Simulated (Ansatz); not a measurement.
# Sn on Ir(111), fcc start, 2x2 cell: work function, bands and core levels, part 3 of 4

Wanted: core-level shifts and unfolded surface bands for Sn on Ir(111), fcc start, 2x2 cell.

Ansatz 0.2.0; DFT, PBE, plane-wave PAW, scalar-relativistic; PAW set soft_1 (the session's first sound run).

So far, work function, upper face (eV): step 2 (the clean face) 5.48; step 3 (relaxation) 4.42.

### Step 4. Layer-resolved bands, DOS and potential (continued)

Shapes are the site's partial DOS without matrix elements, which overweights lines from ligand s bands. Intensity, Ir L-beta5 against emission energy less the core level's binding energy, zero at the Fermi level; read off at these points:

```
emission energy less the core level's binding energy (eV)  intensity, Ir L-beta5 (% of the unpolarised maximum)
                                                    -22.0                                                  2.87
                                                    -21.0                                                  3.21
                                                    -20.0                                                  3.61
                                                    -19.0                                                  4.10
                                                    -18.0                                                  4.69
                                                    -17.0                                                  5.43
                                                    -16.0                                                  6.35
                                                    -15.0                                                  7.54
                                                    -14.0                                                  9.09
                                                    -13.0                                                  11.2
                                                    -12.0                                                  14.1
                                                    -11.0                                                  18.2
                                                    -10.0                                                  24.3
                                                     -9.0                                                  33.3
                                                     -8.0                                                  46.0
                                                     -7.0                                                  61.4
                                                     -6.0                                                  76.9
                                                     -5.0                                                  89.6
                                                     -4.0                                                  97.9
                                                     -3.3                                                 100.0
                                                     -3.0                                                  99.7
                                                     -2.0                                                  93.9
                                                     -1.0                                                  81.4
                                                      0.0                                                  64.3
                                                      1.0                                                  47.1
```

Sums over each group's atoms; left-over states aren't shared out by site. Site centres, by row:

```
       group  element  shell  occupied states  centre of occupied part (eV)  centre up to the window's top (eV)
   adsorbate       Sn     5s            1.846                        -5.866                              -5.834
   adsorbate       Sn     5p            2.133                         -2.02                              -1.107
   adsorbate       Sn     4d            9.996                        -20.92                              -20.92
     layer 1       Ir     6s            3.811                        -5.455                              -5.047
     layer 1       Ir     5d            31.47                        -3.157                              -2.562
     layer 2       Ir     6s            3.711                        -6.532                              -5.835
     layer 2       Ir     5d            31.21                        -3.845                              -3.056
     layer 3       Ir     6s            3.703                        -6.558                              -5.899
     layer 3       Ir     5d            31.18                         -3.84                              -3.034
other layers       Ir     6s            4.042                        -4.792                              -4.102
other layers       Ir     5d            31.29                        -2.977                              -2.352
```

Window up to 1.6 eV. Shell moments, by row:

```csv
element,shell,occupied states an atom,centre of occupied part (eV),rms width of occupied part (eV),centre up to the window's top (eV),rms width up to the window's top (eV)
Sn,5s,1.846,-5.866,2.265,-5.834,2.305
Sn,5p,2.133,-2.02,1.761,-1.107,2.018
Sn,4d,9.996,-20.92,0.6313,-20.92,0.651
Ir,6s,0.9542,-5.809,2.613,-5.186,3.166
Ir,6p*,0.2304,-3.097,2.044,-2.405,2.401
Ir,5d,7.822,-3.454,2.009,-2.752,2.404
```

The spectra weight each projected shell by its atomic cross section (Dirac–Hartree–Slater) and angular factor, for linear light with the analyser at 10° from the polarisation. Broadening, on top of any smearing of the DOS itself: a Gaussian of 0.35 eV and a Lorentzian of 0.2 eV plus 0 times the binding energy (full widths), Fermi edge at 77 K. Each atom is damped by exp[−depth/(λ cos θ)], θ = 60° from the normal, λ from the universal curve. Curves are cut 10 eV under the photon energy, above any shell that the free atom's threshold puts out of reach, or at the lower edge of the window: 11.2 eV at 21.2 eV, 23 eV at 150 eV, 23 eV at 1253.6 eV, 23 eV at 1486.7 eV and 23 eV at 5414.7 eV. A star in tables and legends marks shells that hold the states left over by the projection (2.0 % of the filled ones), a stand-in for orbitals that the files don't project on. Dipole terms alone, which is rough above 3 keV; no background, satellites or final-state effects.

Share of each shell in the spectrum's area (%), by photon energy:

```csv
shell,21.2 eV,150 eV,1253.6 eV,1486.7 eV,5414.7 eV
Sn 5s,0.0,5.5,0.7,0.7,1.2
Sn 5p,1.9,1.3,0.5,0.4,0.5
Sn 4d,0.0,4.9,21.2,17.9,5.3
Ir 6s,0.3,3.2,1.5,1.6,4.3
Ir 5d,97.3,85.0,75.9,79.2,88.5
```

Cross sections used, in Mb an electron:

| shell | 21.2 eV | 150 eV | 1253.6 eV | 1486.7 eV | 5414.7 eV |
| --- | --- | --- | --- | --- | --- |
| Sn 5s | 0.0091 | 0.020 | 8.3e-4 | 6.1e-4 | 5.4e-5 |
| Sn 5p | 0.64 | 0.0077 | 5.1e-4 | 3.7e-4 | 2.2e-5 |
| Sn 4d | - | 0.036 | 0.0057 | 0.0037 | 7.0e-5 |
| Ir 6s | 0.068 | 0.0068 | 3.8e-4 | 2.9e-4 | 3.2e-5 |
| Ir 5d | 4.0 | 0.021 | 0.0029 | 0.0021 | 1.0e-4 |

Regions along c: top from 13.1 to 20.4 Å, middle from 10.3 to 13.1 Å, bottom from 3.5 to 10.3 Å.

The largest force component on a free atom is 0.081 eV/Å, so the geometry isn't quite at rest for these settings. At the Fermi level the DOS is 19.58 states/eV a cell, and on the broadened curves Ir 5d holds 90 % of the total there.

### Step 5. With spin–orbit coupling

This step: DFT, PBE, plane-wave PAW, with spin-orbit coupling; PAW set soft_1 (Ansatz 0.2.0).

Spin–orbit coupling splits and shifts levels of heavy atoms, so the bands are solved again with spinors.

input.yaml

```yaml
crystal:
  lattice:
    - [5.4730064864, 0.0, 0.0]
    - [2.7365032432, 4.7397626523, 0.0]
    - [0.0, 0.0, 23.4530366253]
  atoms:
    - { symbol: Sn, position: [0.1667464688, 0.1666667944, 0.6978795432] }
    - { symbol: Ir, position: [-0.0028606593, -0.0028577983, 0.6038581263] }
    - { symbol: Ir, position: [0.5057313565, -0.0028671772, 0.6038603939] }
    - { symbol: Ir, position: [-0.0028653742, 0.5057248884, 0.6038592629] }
    - { symbol: Ir, position: [0.5000067788, 0.5000000002, 0.6036674669] }
    - { symbol: Ir, position: [0.8341169509, 0.3329424819, 0.509855313] }
    - { symbol: Ir, position: [0.3329459487, 0.3329439954, 0.5098554491] }
    - { symbol: Ir, position: [0.833338011, 0.8333333317, 0.5072630719] }
    - { symbol: Ir, position: [0.3329451883, 0.8341134951, 0.5098553803] }
    - { symbol: Ir, position: [0.166666667, 0.166666667, 0.415056937] }
    - { symbol: Ir, position: [0.666666667, 0.166666667, 0.415056937] }
    - { symbol: Ir, position: [0.166666667, 0.666666667, 0.415056937] }
    - { symbol: Ir, position: [0.666666667, 0.666666667, 0.415056937] }
    - { symbol: Ir, position: [0.0, 0.0, 0.319788014] }
    - { symbol: Ir, position: [0.5, 0.0, 0.319788014] }
    - { symbol: Ir, position: [0.0, 0.5, 0.319788014] }
    - { symbol: Ir, position: [0.5, 0.5, 0.319788014] }
kpoints:
  mp_grid: { grid: [12, 12, 1] }
  band_path:
    path:
      - [0.6666666666667, 0.3333333333333, 0.0]
      - [0.0, 0.0, 0.0]
      - [0.5, 0.0, 0.0]
      - [0.6666666666667, 0.3333333333333, 0.0]
    npoints: 20
scf:
  occupations: { method: fermi_dirac, width: 0.05 }
  n_extra_bands: 36
hamiltonian:
  xc: pbe
  pseudopotentials: { kind: paw_fr, azcp: { folder: soft_1 } }
output:
  forces: true
  write_potential: true
  volumetric_format: []
  fatbands: true
efield:
  axis: 3
  dipole_correction: true
magnetization:
  noncollinear: true
  spin_orbit: true
```

On the command line:

```sh
> ansatz run input.yaml --threads 8 --pin off --max-ram 40960MiB --backend cuda --events-out ev --progress --plain --runs-dir out
```

Numbers of over 12 decimals in the logs are rounded to 6 here.

Output:

```text
[...]
non-collinear run that drives no moment, with spin-orbit: no starting moment large enough to seed its density (crystal.atoms[].spin), no starting occupations that ask for one, no magnetisation constraint and no magnetic field, so the semilocal B_xc is pinned to zero
[...]
Crystal: 17 atoms, lattice volume = 608.389 Å³
Basis set: ecut = 420 eV, 11785 PW (Γ), exchange–correlation on 80×80×320 points (8 copies of the dense FFT grid, shifted against one another)
Bands: 322, of which v1, the nominal top of the filled ones, is band 286 counted from 1 (285 counted from 0)
Symmetry: 1 space group operations + 1 with time reversal
[...]
k-points: 74 of 144 (time reversal used)
Projection manifold: j_resolved (fully-relativistic pseudo-atomic orbitals)
[...]
SCF iter   1: F=—  HF=-197523.119648 eV  |F-HF|=—  |Δ(HF+E_count)|=         —  Δρ=3.21e-2  dr2=1.22e1  dr2_m=0.00e0 (ungated)  ethr=3.10e-3  |M|=0.00e0 ∫|m|=0.00e0 μB  |m|>n=0.0e0 m-floor=0.0e0 τ_xc=0.0e0  β_m=1.00  p=0.000 e·Å  D=4.86e-9 V/Å  ΔV_dip=-0.00 eV  dr2_dipole=1.84e-1  V_vac-E_F(+/−)=6.46/6.46 eV  ⟨swp⟩=8.0  Hψ=124917  notcnv=0  defer=13
[...]
spin=Noncollinear: LDOS preconditioning applied to the charge; magnetization (m_x, m_y, m_z) channels mix plain (no charge-response kernel on spin).
SCF iter   2: F=—  HF=-197522.293137 eV  |F-HF|=—  |Δ(HF+E_count)|=   8.27e-1  Δρ=2.52e-2  dr2=6.04e0  dr2_m=0.00e0 (ungated)  ethr=3.10e-3  |M|=0.00e0 ∫|m|=0.00e0 μB  |m|>n=0.0e0 m-floor=0.0e0 τ_xc=0.0e0  β_m=0.79  p=0.122 e·Å  D=3.63e-2 V/Å  ΔV_dip=-0.85 eV  dr2_dipole=1.58e-4  V_vac-E_F(+/−)=4.52/5.37 eV  ⟨swp⟩=3.0  Hψ=50170  notcnv=0  defer=289
SCF iter   3: F=—  HF=-197520.741519 eV  |F-HF|=—  |Δ(HF+E_count)|=    1.55e0  Δρ=5.74e-3  dr2=5.29e-1  dr2_m=0.00e0 (ungated)  ethr=2.11e-3  |M|=0.00e0 ∫|m|=0.00e0 μB  |m|>n=0.0e0 m-floor=0.0e0 τ_xc=0.0e0  β_m=0.68  p=0.160 e·Å  D=4.77e-2 V/Å  ΔV_dip=-1.12 eV  dr2_dipole=3.14e-4  V_vac-E_F(+/−)=4.64/5.75 eV  ⟨swp⟩=3.3  Hψ=57089  notcnv=0  defer=288
[...]
SCF 1 converged in 10 iterations: F = -197520.625539 eV  dr2 = 4.42e-8
[...]
SCF converged after 10 iterations
[...]
```

Run time: 36 s. Hardware: 1 × NVIDIA GB200 with 8 threads of Arm Neoverse V2, shared host; peak memory 13 GiB.

This step gave:

```
free energy               : -197520.6255 eV
energy at zero smearing   : -197520.5536 eV
smearing term TS          : 0.1439 eV
Fermi energy              : 7.152 eV
work function, lower face : 5.505 eV
```

Electronic bands along the path, in eV, zero at the Fermi level; # counts the bands kept:

```csv
point,#86,#87,#88,#89,#90,#91,#92,#93
K,-0.20,-0.18,-0.17,-0.04,0.00,0.06,0.10,0.12
halfway,0.14,0.16,0.20,0.25,0.34,0.37,0.40,0.49
Γ,0.60,0.64,0.64,0.86,0.86,0.90,0.90,0.91
halfway,0.08,0.16,0.16,0.21,0.21,0.23,0.23,0.29
M,-0.45,-0.39,-0.39,-0.15,-0.15,0.01,0.01,0.12
halfway,-0.27,-0.22,-0.21,-0.18,-0.16,-0.13,-0.08,0.02
K,-0.20,-0.18,-0.17,-0.04,0.00,0.06,0.10,0.12
```

Of the projections kept (adsorbate, layer 1, layer 2, layer 3, remaining atoms, not projected), the largest for each band there; the rest of the weight can lie on other orbitals:

| point | #86 | #87 | #88 | #89 | #90 | #91 | #92 | #93 |
| --- | --- | --- | --- | --- | --- | --- | --- | --- |
| K | layer 1 0.40 | remaining atoms 0.40 | remaining atoms 0.35 | remaining atoms 0.37 | remaining atoms 0.30 | layer 1 0.40 | layer 1 0.38 | remaining atoms 0.55 |
| Γ | layer 3 0.26 | layer 3 0.33 | layer 3 0.33 | layer 3 0.44 | layer 3 0.44 | layer 2 0.55 | layer 2 0.55 | layer 2 0.60 |
| M | layer 1 0.32 | remaining atoms 0.37 | remaining atoms 0.37 | remaining atoms 0.32 | remaining atoms 0.32 | remaining atoms 0.27 | remaining atoms 0.27 | remaining atoms 0.35 |
| K | layer 1 0.40 | remaining atoms 0.40 | remaining atoms 0.35 | remaining atoms 0.37 | remaining atoms 0.30 | layer 1 0.40 | layer 1 0.38 | remaining atoms 0.55 |

The two runs compared:

```csv
quantity,this run,base run,difference
"work function, upper face (eV)",4.4347,4.4353,-6.0e-4
"work function, lower face (eV)",5.5048,5.5146,-0.00980
```

Of the bands kept, 20 cross the Fermi level on this path (spinor bands, one electron each).

### Step 6. Without the dipole correction

This step: DFT, PBE, plane-wave PAW, scalar-relativistic; PAW set soft_1 (Ansatz 0.2.0).

Leaving out the dipole correction shows the spurious field between unlike faces.

Edit input.yaml of step 5 so:

```diff
@@ -25,15 +25,8 @@
   mp_grid: { grid: [12, 12, 1] }
-  band_path:
-    path:
-      - [0.6666666666667, 0.3333333333333, 0.0]
-      - [0.0, 0.0, 0.0]
-      - [0.5, 0.0, 0.0]
-      - [0.6666666666667, 0.3333333333333, 0.0]
-    npoints: 20
 scf:
   occupations: { method: fermi_dirac, width: 0.05 }
-  n_extra_bands: 36
+  n_extra_bands: 18
 hamiltonian:
   xc: pbe
-  pseudopotentials: { kind: paw_fr, azcp: { folder: soft_1 } }
+  pseudopotentials: { kind: paw, azcp: { folder: soft_1 } }
 output:
@@ -42,8 +35,12 @@
   volumetric_format: []
-  fatbands: true
-efield:
-  axis: 3
-  dipole_correction: true
-magnetization:
-  noncollinear: true
-  spin_orbit: true
+  dos:
+    projected:
+      site_lists:
+        adsorbate: [0]
+        layer_1: [1, 2, 3, 4]
+        layer_2: [5, 6, 7, 8]
+        layer_3: [9, 10, 11, 12]
+        other_layers: [13, 14, 15, 16]
+    de: 0.05
+    e_range: [-30, 12]
+    method: { smearing: { sigma: 0.15, scheme: gaussian } }
```

Output:

```text
[...]
Crystal: 17 atoms, lattice volume = 608.389 Å³
Basis set: ecut = 420 eV, 11785 PW (Γ), exchange–correlation on 80×80×320 points (8 copies of the dense FFT grid, shifted against one another)
Bands: 161, of which v1, the nominal top of the filled ones, is band 143 counted from 1 (142 counted from 0)
Symmetry: 1 space group operations
[...]
k-points: 74 of 144 (time reversal used)
[...]
SCF iter   1: F=—  HF=-197010.105131 eV  |F-HF|=—  |Δ(HF+E_count)|=         —  Δρ=3.19e-2  dr2=1.33e1  ethr=3.10e-3  ⟨swp⟩=8.1  Hψ=50330  notcnv=0  defer=9
[...]
SCF iter   6: F=—  HF=-197007.690670 eV  |F-HF|=—  |Δ(HF+E_count)|=   2.30e-3  Δρ=2.19e-4  dr2=3.55e-4  ethr=1.04e-6  ⟨swp⟩=2.7  Hψ=21406  notcnv=0  defer=51
[...]
SCF iter   8: F=—  HF=-197007.688410 eV  |F-HF|=—  |Δ(HF+E_count)|=   1.64e-3  Δρ=2.29e-5  dr2=7.96e-6  ethr=1.10e-8  ⟨swp⟩=2.9  Hψ=22063  notcnv=0  defer=51
[...]
SCF iter  10: F=-197007.688413 eV  HF=-197007.688413 eV  |F-HF|=1.46e-7  |Δ(HF+E_count)|=   1.52e-7  Δρ=2.91e-6  dr2=6.58e-8  ethr=3.50e-11  ⟨swp⟩=16.4  Hψ=122431  notcnv=0
SCF 1 converged in 10 iterations: F = -197007.688413 eV  dr2 = 6.58e-8
[...]
SCF converged after 10 iterations
[...]
```

The job ended after 6.4 s (1 × NVIDIA GB200 with 8 threads; peak memory 1.6 GiB; 28 s of CPU time).

Residual by cycle:

cycle, log10 residual and a bar from the least value:
```
        1        1.1 ##############################
        2        0.8 #############################
        3       -0.2 #########################
        4       -1.4 #####################
        5       -2.5 #################
        6       -3.4 #############
        7       -4.5 ##########
        8       -5.1 ########
        9       -5.8 #####
       10       -7.2
```

The run finished; it serves as a test, and its numbers are not taken as the result.

### Step 7. Z+1 stand-in on atom 3

System of this step: SnIr15Pt. The cell holds 17 atoms: 1 Sn, 15 Ir and 1 Pt. Its edges and angles: a = 5.473 Å, b = 5.473 Å, c = 23.453 Å, α = 90.0°, β = 90.0°, γ = 60.0°. It derives from Ir. Regions: ad, 1 atom (1 Sn); L1, 4 atoms (3 Ir and 1 Pt); L2, 4 atoms (4 Ir); L3, 4 atoms (4 Ir); rest, 4 atoms (4 Ir). Vacuum lies along c.

An atom with a screened core hole acts much like the next element, so total energies with that element on different sites give core-level shifts.

Edit input.yaml of step 6 so:

```diff
@@ -8,3 +8,3 @@
     - { symbol: Ir, position: [-0.0028606593, -0.0028577983, 0.6038581263] }
-    - { symbol: Ir, position: [0.5057313565, -0.0028671772, 0.6038603939] }
+    - { symbol: Pt, position: [0.5057313565, -0.0028671772, 0.6038603939] }
     - { symbol: Ir, position: [-0.0028653742, 0.5057248884, 0.6038592629] }
@@ -27,3 +27,3 @@
   occupations: { method: fermi_dirac, width: 0.05 }
-  n_extra_bands: 18
+  n_extra_bands: 16
 hamiltonian:
@@ -35,12 +35,4 @@
   volumetric_format: []
-  dos:
-    projected:
-      site_lists:
-        adsorbate: [0]
-        layer_1: [1, 2, 3, 4]
-        layer_2: [5, 6, 7, 8]
-        layer_3: [9, 10, 11, 12]
-        other_layers: [13, 14, 15, 16]
-    de: 0.05
-    e_range: [-30, 12]
-    method: { smearing: { sigma: 0.15, scheme: gaussian } }
+efield:
+  axis: 3
+  dipole_correction: true
```

Output:

```text
[...]
Crystal: 17 atoms, lattice volume = 608.389 Å³
Basis set: ecut = 420 eV, 11785 PW (Γ), exchange–correlation on 80×80×320 points (8 copies of the dense FFT grid, shifted against one another)
Bands: 160, of which v1, the nominal top of the filled ones, is band 144 counted from 1 (143 counted from 0)
Symmetry: 1 space group operations
[...]
k-points: 74 of 144 (time reversal used)
[...]
SCF iter   1: F=—  HF=-197599.838628 eV  |F-HF|=—  |Δ(HF+E_count)|=         —  Δρ=4.94e-2  dr2=5.38e1  ethr=3.10e-3  p=0.000 e·Å  D=8.95e-8 V/Å  ΔV_dip=-0.00 eV  dr2_dipole=1.60e1  V_vac-E_F(+/−)=6.43/6.43 eV  ⟨swp⟩=8.1  Hψ=49593  notcnv=0
[...]
SCF iter   6: F=—  HF=-197595.696631 eV  |F-HF|=—  |Δ(HF+E_count)|=   3.54e-4  Δρ=4.38e-4  dr2=5.13e-3  ethr=1.39e-5  p=0.167 e·Å  D=4.96e-2 V/Å  ΔV_dip=-1.16 eV  dr2_dipole=7.83e-4  V_vac-E_F(+/−)=4.35/5.51 eV  ⟨swp⟩=2.4  Hψ=18378  notcnv=0  defer=5
[...]
SCF 1 converged in 11 iterations: F = -197595.693873 eV  dr2 = 7.13e-8
[...]
SCF converged after 11 iterations
[...]
```

It took 6.4 s on 1 × NVIDIA GB200 with 8 threads; peak memory 1.6 GiB.

Numbers from this step:

```yaml
free_energy: -197595.6939 eV
energy_at_zero_smearing: -197595.6108 eV
smearing_term_ts: 0.1662 eV
fermi_energy: 7.143 eV
```

(Part 3 of 4 ends here.)

[Logs are printed without paths, hosts, clocks, repeated set-up lines and the standing remarks that a program may print on its own settings, such as how far it seeks lower states.]

[Hosts, paths, dates, database ids (printed as entryN), source tags and the programs' standing remarks are cut or masked in the printed files.]

[Maps of the electrostatic potential energy from Ansatz leave out the sawtooth potential of an applied field or a dipole correction, so their vacuum need not be flat; work functions include it.]
